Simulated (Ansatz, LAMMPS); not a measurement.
# Glassy 56SiO2-26Al2O3-18BaO (mol %) (114 atoms): geometry optimisation

Wanted: the relaxed structure of glassy 56SiO2-26Al2O3-18BaO (mol %) (114 atoms) and its electronic structure.

Method: Kohn-Sham DFT, PBE, PAW (set soft_2), plane waves, in Ansatz 0.2.0.

## Step 1: Set-up

The cell holds 114 atoms: 19 Si, 18 Al, 6 Ba and 71 O. Cell: a = 11.608 Å, b = 11.608 Å, c = 11.608 Å, α = 90.0°, β = 90.0°, γ = 90.0°. 114 atoms (19 Si, 18 Al, 6 Ba, 71 O) placed at random at 3.09 g/cm³, melted at 4000 K for 10 ps at fixed volume with the Morse and Coulomb pair potential with partial charges (Pedone, Malavasi, Menziani, Cormack and Segre, J. Phys. Chem. B 110, 11780 (2006)). Quenched from 4000 K to 300 K at 20 K/ps and fixed volume, held 10 ps at zero pressure, then minimised at fixed cell.

Limits known from the start: The quench rate of 20 K/ps is orders of magnitude faster than experiment, which tends to freeze in extra defects. The starting topology of bonds comes from the classical model. The Brillouin zone is sampled at Γ only, in a cell whose shortest periodic width is 12 Å. The levels lack spin–orbit coupling, which is large for the heavy elements here.

## Step 2: Single point at the start

A single point comes first, to see the forces before anything moves.

input.yaml

```yaml
crystal:
  lattice:
    - [11.6084, 0.0, 0.0]
    - [0.0, 11.6084, 0.0]
    - [0.0, 0.0, 11.6084]
  atoms:
    - { symbol: Si, position: [0.68274, 0.60266, 0.4249] }
    - { symbol: Si, position: [0.31065, 0.64337, 0.50847] }
    - { symbol: Si, position: [0.36378, 0.94251, 0.94048] }
    - { symbol: Si, position: [0.46795, 0.69969, 0.30226] }
    [... 104 atom lines left out ...]
    - { symbol: O, position: [0.39876, 0.34305, 0.40691] }
    - { symbol: O, position: [0.70563, 0.61414, 0.56075] }
    - { symbol: O, position: [0.99527, 0.45589, 0.47735] }
    - { symbol: O, position: [0.44521, 0.2688, 0.19258] }
    - { symbol: O, position: [0.64771, 0.10282, 0.1438] }
    - { symbol: O, position: [0.4443, 0.65126, 0.17202] }
kpoints:
  mp_grid: { grid: [1, 1, 1] }
hamiltonian:
  xc: pbe
scf:
  occupations: { method: fermi_dirac, width: 0.05 }
output:
  forces: true
  stress: true
  populations: intrinsic
  dos:
    method: { smearing: { sigma: 0.08 } }
    de: 0.1
    projected: { site_lists: { Al: [Al], Ba: [Ba], O: [O], Si: [Si] } }
  eigenvalues: true
```

Run with:

```
$ ansatz run input.yaml --threads 4 --pin off --max-ram 8192MiB --backend cpu --events-out ev --progress --plain --runs-dir out
```

Elapsed: 36 s, on 4 threads of Arm Neoverse V1, shared host; peak memory 2.1 GiB.

Numbers from this run:

```yaml
free_energy: -97881.1136 eV
free_energy_per_atom: -858.6063 eV/atom
scf_cycles: 9
pressure: 6.704 GPa
r_m_s_force_component: 0.7374 eV/Å
longest_force: 3.243 eV/Å
fermi_energy: 6.509 eV
spacing_of_highest_filled_and_lowest_empty_level: 3.217 eV
```

The r.m.s. force component of 0.74 eV/Å and the pressure of 6.7 GPa set the starting point.

Neighbours are counted within 2.08 Å (O-Si), 2.19 Å (O-Al), 3.48 Å (O-Ba).

Length of the force by element and coordination:

```csv
element,coordination,atoms,mean length of the force (eV/Å),spread,least,most
Al,all,18,0.952,0.276,0.323,1.57
Ba,all,6,0.448,0.139,0.268,0.630
Ba,7,1,0.580,0,0.580,0.580
Ba,8,2,0.575,0.0549,0.520,0.630
Ba,9,1,0.396,0,0.396,0.396
Ba,10,2,0.279,0.0107,0.268,0.289
O,all,71,1.24,0.494,0.192,2.71
O,2,23,1.06,0.486,0.367,2.71
O,3,38,1.29,0.456,0.192,2.68
O,4,10,1.47,0.514,0.414,2.19
Si,all,19,1.31,0.630,0.668,3.24
```

## Step 3: Relaxation

With the cell held, the atoms are moved downhill towards a nearby minimum.

input.yaml, the sections that differ from step 2:

```yaml
output:
  forces: true
relax:
  f_tol: 0.03
  max_steps: 200
# crystal, kpoints, hamiltonian, scf: as in step 2
```

Elapsed: 2.6 min, on 4 threads; peak memory 2.1 GiB.

Step by step:

```csv
step,energy less that of the first step (eV),largest force component (eV/Å)
1,0.0000,2.5729
2,-2.2835,2.1374
3,-3.7587,1.2550
4,-4.1706,1.2034
5,-4.5334,0.3298
6,-4.5572,0.2078
7,-4.6657,0.0786
8,-4.6706,0.0688
9,-4.6738,0.0353
10,-4.6747,0.0190
```

The atoms that moved most (Å):

```csv
atom,dx,dy,dz,length
O90,0.422,0.010,0.089,0.432
O69,0.272,-0.142,0.229,0.382
O73,-0.115,0.080,0.256,0.292
O94,0.079,-0.238,0.100,0.270
O70,0.259,0.003,0.009,0.259
Al30,0.234,0.099,0.009,0.255
O71,0.229,-0.026,-0.102,0.253
O103,0.050,-0.037,-0.241,0.249
```

The relaxation changed the energy by -41.0 meV/atom, and atoms moved by 0.15 Å r.m.s., 0.43 Å at most.

## Step 4: Distances and neighbours after relaxation

Bonds before and after, by the cutoffs listed below:

```csv
pair,bonds before,bonds after,mean before (Å),mean after (Å),spread before (Å),spread after (Å)
O-Si,76,76,1.610,1.637,0.033,0.029
O-Al,72,73,1.760,1.787,0.057,0.064
O-Ba,51,50,2.972,2.875,0.189,0.214
```

Density 3.16 g/cm³, 13.72 Å³ an atom.

g(r), total and by pair (bins of 0.2 Å):

```csv
r (Å),total,O-O,O-Si,O-Al,O-Ba,Si-Si,Si-Al
1.50,0.27,0.00,1.30,0.00,0.00,0.00,0.00
1.70,4.01,0.00,11.81,7.92,0.00,0.00,0.00
1.90,0.63,0.00,0.00,3.17,0.00,0.00,0.00
2.10,0.02,0.00,0.00,0.11,0.00,0.00,0.00
2.30,0.00,0.00,0.00,0.00,0.00,0.00,0.00
2.50,0.51,1.04,0.00,0.16,0.69,0.00,0.31
2.70,1.89,4.09,0.00,0.14,3.77,0.00,0.00
2.90,1.23,2.08,0.22,0.29,2.77,2.01,1.07
3.10,1.00,1.01,0.43,0.30,1.21,2.85,3.81
3.30,0.84,0.61,0.51,0.81,0.40,0.97,3.41
3.50,0.81,0.43,1.20,1.04,0.47,0.00,0.14
3.70,0.81,0.52,0.96,1.10,0.74,0.50,0.40
3.90,1.07,0.61,1.83,1.45,0.96,0.45,0.36
4.10,1.10,0.73,1.84,1.30,0.69,0.63,1.20
4.30,1.17,0.76,1.62,1.98,0.94,0.92,0.89
4.50,1.08,1.05,1.18,1.14,1.00,1.03,1.18
4.70,0.96,1.12,0.57,0.84,1.51,1.39,1.15
4.90,0.93,1.29,0.48,0.59,1.54,1.15,0.83
5.10,1.03,1.38,0.76,0.65,1.07,1.33,0.98
5.30,1.04,1.31,0.77,0.64,1.40,1.12,1.48
5.50,1.04,1.27,0.89,0.82,0.82,1.03,1.21
5.70,1.02,0.87,1.12,1.12,0.77,0.96,1.29
```

Bonds by pair of elements; cutoffs follow the first minimum of g(r), held within bounds set by covalent radii, and pairs that aren't listed don't count as bonded:

```csv
pair A-B,cutoff (Å),bonds,mean length (Å),spread (Å),shortest (Å),B about A,A about B
O-Si,2.08,76,1.64,0.029,1.59,1.07,4
O-Al,2.27,73,1.79,0.064,1.68,1.03,4.06
O-Ba,3.43,50,2.88,0.214,2.48,0.704,8.33
```

How many atoms have how many bonded neighbours:

```csv
element,mean,2,3,4,5,6,8,9,10
Al,4.06,0,0,17,1,0,0,0,0
Ba,8.33,0,0,0,0,1,2,2,1
O,2.80,23,39,9,0,0,0,0,0
Si,4,0,0,19,0,0,0,0,0
```

Bond angles, per cent of each kind in bins of 5°:

```csv
angle (°),O-Si-O,O-Al-O,Al-O-Ba,Ba-O-Si
75–80,0.0,0.0,7.8,3.9
80–85,0.0,2.7,11.8,0.0
85–90,0.0,4.5,13.7,11.8
90–95,0.0,4.5,9.8,5.9
95–100,7.0,13.4,13.7,23.5
100–105,11.4,17.0,13.7,17.6
105–110,37.7,17.9,5.9,3.9
110–115,28.9,7.1,7.8,3.9
115–120,10.5,17.9,2.0,7.8
120–125,3.5,5.4,3.9,11.8
125–130,0.0,3.6,2.0,0.0
130–135,0.9,2.7,0.0,0.0
135–140,0.0,0.9,2.0,7.8
140–145,0.0,1.8,2.0,0.0
145–150,0.0,0.0,3.9,0.0
150–155,0.0,0.0,0.0,0.0
155–160,0.0,0.9,0.0,0.0
160–165,0.0,0.0,0.0,2.0
```

Bond angles (no mean is given where the spread exceeds 20°):

```csv
angle,count,mean (°),spread (°)
O-Si-O,114,109,5.9
O-Al-O,112,109,13.1
Al-O-Ba,51,100,17.4
Ba-O-Si,51,106,16.9
```

Oxygen atoms by the number of network formers (Si, P, Ge, B, Al, As, Ga) bound to them:

```csv
network formers bound to O,O atoms,per cent
0,0,0
1,0,0
2,64,90.1
3,7,9.9
```

Network units: each former by its oxygen neighbours and how many of them bridge to another former:

```csv
former,O neighbours,bridging O,atoms
Si,4,4,19
Al,4,4,17
Al,5,5,1
```

Bond length by coordination (bonds to H left out):

```csv
element,coordination,atoms,mean bond length (Å)
Al,4,17,1.78
Al,5,1,1.89
Ba,6,1,2.79
Ba,8,2,2.86
Ba,9,2,2.92
Ba,10,1,2.87
O,2,23,1.67
O,3,39,2.04
O,4,9,2.33
```

Rings of the network by King's shortest-path rule, up to 12 atoms, one path for each pair of neighbours; H, halogens, alkali and alkaline-earth atoms are left out, and the last column divides by all other atoms, bonded or not:

```csv
ring size (atoms),rings,per network atom
4,3,0.028
6,8,0.074
8,8,0.074
10,20,0.185
12,24,0.222
```

For some of the pairs, g(r) has its first main peak near 2.7 Å (O-O), 1.6 Å (O-Si), 1.8 Å (O-Al), 2.7 Å (O-Ba), 3.1 Å (Si-Si) and 3.2 Å (Si-Al). By these cutoffs 94 % of Al atoms have 4, 33 % of Ba atoms have 8 and as many 9, 55 % of O atoms have 3 and all Si atoms have 4 bonded neighbours. The O-Si-O angle averages 109° with a spread of 6°. 90 % of the oxygens bridge two formers (Si and Al) and 0 % are non-bridging; 10 % join three. The commonest Si unit has 4 oxygens, 4 of them shared with other formers (19 of 19 atoms). Rings of 12 atoms are the most common (38 % of those counted); sizes run from 4 to 12, where the search stops.

## Step 5: Single point at the relaxed geometry

One more single point at the end of the walk gives the fuller output and checks the residual forces.

input.yaml

```yaml
crystal:
  lattice:
    - [11.6084, 0.0, 0.0]
    - [0.0, 11.6084, 0.0]
    - [0.0, 0.0, 11.6084]
  atoms:
    - { symbol: Si, position: [0.67928, 0.60251, 0.42445] }
    - { symbol: Si, position: [0.30976, 0.63849, 0.50682] }
    - { symbol: Si, position: [0.35688, 0.94608, 0.93112] }
    - { symbol: Si, position: [0.47235, 0.69596, 0.30867] }
    [... 104 atom lines left out ...]
    - { symbol: O, position: [0.37785, 0.3436, 0.4105] }
    - { symbol: O, position: [0.69861, 0.62111, 0.56234] }
    - { symbol: O, position: [0.99121, 0.45283, 0.47108] }
    - { symbol: O, position: [0.43512, 0.2795, 0.19584] }
    - { symbol: O, position: [0.63803, 0.10204, 0.1374] }
    - { symbol: O, position: [0.45855, 0.66427, 0.16974] }
kpoints:
  mp_grid: { grid: [1, 1, 1] }
hamiltonian:
  xc: pbe
scf:
  occupations: { method: fermi_dirac, width: 0.05 }
output:
  forces: true
  stress: true
  populations: true
  dos:
    method: { smearing: { sigma: 0.15 } }
    de: 0.1
    projected: { site_lists: { Al: [Al], Ba: [Ba], O: [O], Si: [Si] } }
  eigenvalues: true
  write_density: true
  write_potential: true
  volumetric_format: npy
  elf: true
```

Run time: 39 s. Hardware: 4 threads; peak memory 2.1 GiB; 2.4 min of CPU time.

Read from the output:

```
free energy                                      : -97885.7883 eV
free energy per atom                             : -858.6473 eV/atom
SCF cycles                                       : 9
pressure                                         : 2.145 GPa
r.m.s. force component                           : 0.00578 eV/Å
longest force                                    : 0.02207 eV/Å
Fermi energy                                     : 6.323 eV
gap (highest filled to lowest empty level) : 3.729 eV
spilling of the projection                       : 0.01196
```

Löwdin charges by element and coordination (they lack the spilled electrons, 0.065 e an atom on average):

```csv
element,coordination,atoms,mean charge (e),spread,least,most
Al,all,18,1.31,0.0371,1.25,1.38
Al,4,17,1.31,0.0379,1.25,1.38
Al,5,1,1.29,0,1.29,1.29
Ba,all,6,1.95,0.0267,1.92,2.00
Ba,6,1,1.93,0,1.93,1.93
Ba,8,2,1.97,0.0355,1.93,2.00
Ba,9,2,1.94,0.0141,1.92,1.95
Ba,10,1,1.94,0,1.94,1.94
O,all,71,-0.850,0.047,-0.971,-0.759
O,2,23,-0.813,0.0324,-0.897,-0.759
O,3,39,-0.865,0.0417,-0.971,-0.778
O,4,9,-0.877,0.0438,-0.945,-0.804
Si,all,19,1.71,0.0317,1.65,1.76
```

Density of states as counts of states in windows of 1 eV (from the Fermi level), total and the larger projections:

```csv
from (eV),to (eV),total,O p,Si p,Al p,Ba p
-14,-13,14.9,0.6,0.1,0.1,13.9
-13,-12,21.1,1.0,0.1,0.2,19.4
-12,-11,4.3,2.8,0.2,0.0,0.1
-11,-10,10.4,7.0,0.6,0.1,0.1
-10,-9,15.7,10.9,0.8,0.2,0.1
-9,-8,26.7,19.8,2.6,0.6,0.1
-8,-7,40.1,30.8,4.2,1.6,0.2
-7,-6,51.5,41.1,4.3,2.8,0.2
-6,-5,63.1,54.2,2.0,2.9,0.3
-5,-4,84.5,77.1,1.5,2.1,0.4
-4,-3,89.3,84.3,0.9,1.2,0.3
-3,-2,37.3,35.8,0.2,0.4,0.1
-2,-1,3.2,3.1,0.0,0.1,0.0
-1,1,0.0,0.0,0.0,0.0,0.0
1,2,1.8,0.0,0.0,0.0,0.0
2,3,2.1,0.1,0.1,0.2,0.0
3,4,26.6,1.9,2.3,3.7,0.0
4,5,39.2,2.9,4.2,5.9,0.0
```

Between -26 and -14 eV lie 142 more states.

The levels nearest the highest filled one (over half full), pooled over k-points and spins:

```csv
level less the highest filled one (eV),occupation
-0.642,2
-0.514,2
-0.398,2
-0.347,2
-0.0795,2
0,2
3.73,0
4.80,0
4.95,0
5.12,0
5.22,0
5.26,0
```

Mean Löwdin charges: Al +1.31, Ba +1.95, O -0.85, Si +1.71 e (they miss 1.2 % of the electrons, so they add up to more than the cell's charge).

1 further run on a deliberately doubtful input is not shown.

## Step 6: Summary of results

```yaml
energy_change_in_the_relaxation: -41.01 meV/atom
r_m_s_displacement: 0.15 Å
largest_displacement: 0.432 Å
free_energy_per_atom: -858.6473 eV/atom
pressure: 2.145 GPa
r_m_s_force_component: 0.00578 eV/Å
spacing_of_highest_filled_and_lowest_empty_level: 3.729 eV
wall_time_of_the_3_dft_runs: 3.8 min
```

**Reading.** Relaxation lowers the energy by 41.0 meV/atom and moves atoms by 0.15 Å r.m.s.; the r.m.s. force component goes from 0.74 to 0.0058 eV/Å, the pressure goes from 6.7 to 2.1 GPa, and the gap from 3.22 to 3.73 eV. By the final cutoffs 1 of 199 bonded pairs parted and 1 joined. First to last step the energy falls by 4.675 eV; the largest move, 0.43 Å, is that of O90. The O-Ba bonds change most in mean length: from 2.972 Å (spread 0.189) to 2.875 Å (spread 0.214), and their number from 51 to 50. By these cutoffs 94 % of Al atoms have 4, 33 % of Ba atoms have 8 and as many 9, 55 % of O atoms have 3 and all Si atoms have 4 bonded neighbours. 90 % of the oxygens bridge two formers (Si and Al) and 0 % are non-bridging; 10 % join three. Between filled and empty levels lie 3.73 eV (at Γ alone); a semilocal functional tends to put such gaps too low. In a disordered cell it changes from sample to sample, and tail or defect levels can set it.

Caveats: The network of bonds at the start is that of the classical potential that made the cell; in DFT 1 of its 199 bonded pairs passed out of the cutoffs and 1 came within them. The pressure of 2.1 GPa shows the cell to be compressed for this functional.

[Logs are printed without paths, hosts, clocks, repeated set-up lines and the standing remarks that a program may print on its own settings, such as how far it seeks lower states.]

[Hosts, paths, dates, database ids (printed as entryN), source tags and the programs' standing remarks are cut or masked in the printed files.]
